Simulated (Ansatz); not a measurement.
# NdTlZn: which shell does photoemission see at 21.2 and 150 eV? (LDA)

The valence band of NdTlZn mixes several shells. Work out by hand which one leads the spectrum's area at each photon energy.

Filled states come from the projected DOS of Ansatz 0.2.0 (LDA+U, plane waves); cross sections σ and asymmetry parameters β are those of free atoms in a Dirac–Hartree–Slater calculation. A shell's area is states × σ × angular factor, which is 1 − β·P₂(cos θ)/2 for unpolarised light, with θ = 45° from the beam and P₂ = 0.250.

**At 21.2 eV** (states counted from 10.3 eV below the zero; other shells add 0.57 to the products' sum of 25.6):

| shell | filled states a cell | cross section (Mb an electron) | β | angular factor | product | share by hand (%) | share in the simulated spectrum (%) |
| --- | --- | --- | --- | --- | --- | --- | --- |
| Tl 6p | 5.09 | 0.603 | 1.89 | 0.76 | 2.34 | 9 | 9 |
| Nd 5d | 5.29 | 2.69 | 0.72 | 0.91 | 13 | 51 | 51 |
| Nd 4f | 6.11 | 0.369 | 1.24 | 0.85 | 1.9 | 7 | 7 |
| Zn 3d | 19.76 | 0.394 | 0.01 | 1.00 | 7.78 | 30 | 31 |

**At 150 eV** (states counted from 21.4 eV below the zero; other shells add 1 to the products' sum of 13.6):

| shell | filled states a cell | cross section (Mb an electron) | β | angular factor | product | share by hand (%) | share in the simulated spectrum (%) |
| --- | --- | --- | --- | --- | --- | --- | --- |
| Tl 6p | 5.25 | 0.00399 | -0.01 | 1.00 | 0.021 | 0 | 0 |
| Nd 5d | 5.47 | 0.00525 | -0.62 | 1.08 | 0.0309 | 0 | 0 |
| Nd 4f | 6.13 | 0.591 | 0.49 | 0.94 | 3.4 | 25 | 25 |
| Zn 3d | 19.90 | 0.509 | 0.83 | 0.90 | 9.07 | 67 | 67 |

Nd 5d leads at 21.2 eV and Zn 3d at 150 eV. Between the two energies σ of Nd 5d changes by a factor 0.0020 and that of Zn 3d by 1.3, so their ratio moves 662-fold in favour of the second. The simulated spectrum uses the same rule on the energy-resolved DOS, so the two share columns agree within a few points.

Only crystals where the two columns agree within 4 points and the lead is clear are worked in this form. Free-atom cross sections ignore the solid's final states, no escape depth or background enters, and the count of states a shell hangs on the projection.
